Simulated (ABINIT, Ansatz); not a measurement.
An input for ABINIT 10.8.3 (VBiO4 (Clinobisvanite)):

```
acell 3*1.0 Angstrom
rprim 
  3.623583094700 -5.848600000000 -0.000000000000
  3.623583094700 5.848600000000 0.000000000000
  -3.550011012700 0.000000000000 3.647394391800
ntypat 3
znucl 23 83 8
natom 12
typat 1 1 2 2 3 3 3 3 3 3 3 3
xred 
  0.870000000000 0.130000000000 0.750000000000
  0.130000000000 0.870000000000 0.250000000000
  0.366500000000 0.633500000000 0.750000000000
  0.633500000000 0.366500000000 0.250000000000
  0.938300000000 0.354700000000 0.638800000000
  0.645300000000 0.061700000000 0.861200000000
  0.061700000000 0.645300000000 0.361200000000
  0.354700000000 0.938300000000 0.138800000000
  0.811300000000 0.709900000000 0.879600000000
  0.290100000000 0.188700000000 0.620400000000
  0.188700000000 0.290100000000 0.120400000000
  0.709900000000 0.811300000000 0.379600000000
pp_dirpath "pseudos"
pseudos "V.upf, Bi.upf, O.upf"
ecut 42
ngkpt 2 2 4
nshiftk 1
shiftk 0 0 0
kptopt 1
chksymbreak 0
istwfk *1
occopt 1
irdwfk 1
optdriver 3
nband 134
ecuteps 3.6
inclvkb 2
awtr 1
symchi 1
indata_prefix "in"
outdata_prefix "out"
tmpdata_prefix "tmp"
fftgw 31
```

```sh
OMP_NUM_THREADS=1 mpirun -n 8 abinit run.abi > log
```

Estimate wall time and host memory on 8 MPI ranks of Arm Neoverse V2, shared host.

It took 4.6 min; on shared hardware allow 2.3 min to 9.1 min. Peak host memory was 16 GiB.

[Paths, hosts, dates, memory and timing lines, banners, echoed tables and standing remarks are left out of the program output.]

[Logs are printed without paths, hosts, clocks, repeated set-up lines and the standing remarks that a program may print on its own settings, such as how far it seeks lower states.]

[Runs of the session that timed out or met a known fault of the program may be left out.]

[Hosts, paths, dates, database ids (printed as entryN), source tags and the programs' standing remarks are cut or masked in the printed files.]

[G0W0 gaps are taken among the corrected bands and points alone; a level outside them can change the order at an edge.]

[Where Ansatz stands beside ABINIT at settings called matched, ABINIT's density can come from a denser mesh and the files from another edition; pairs whose starting gaps differed by over 0.03 eV were left out, so agreement reads better than it is.]
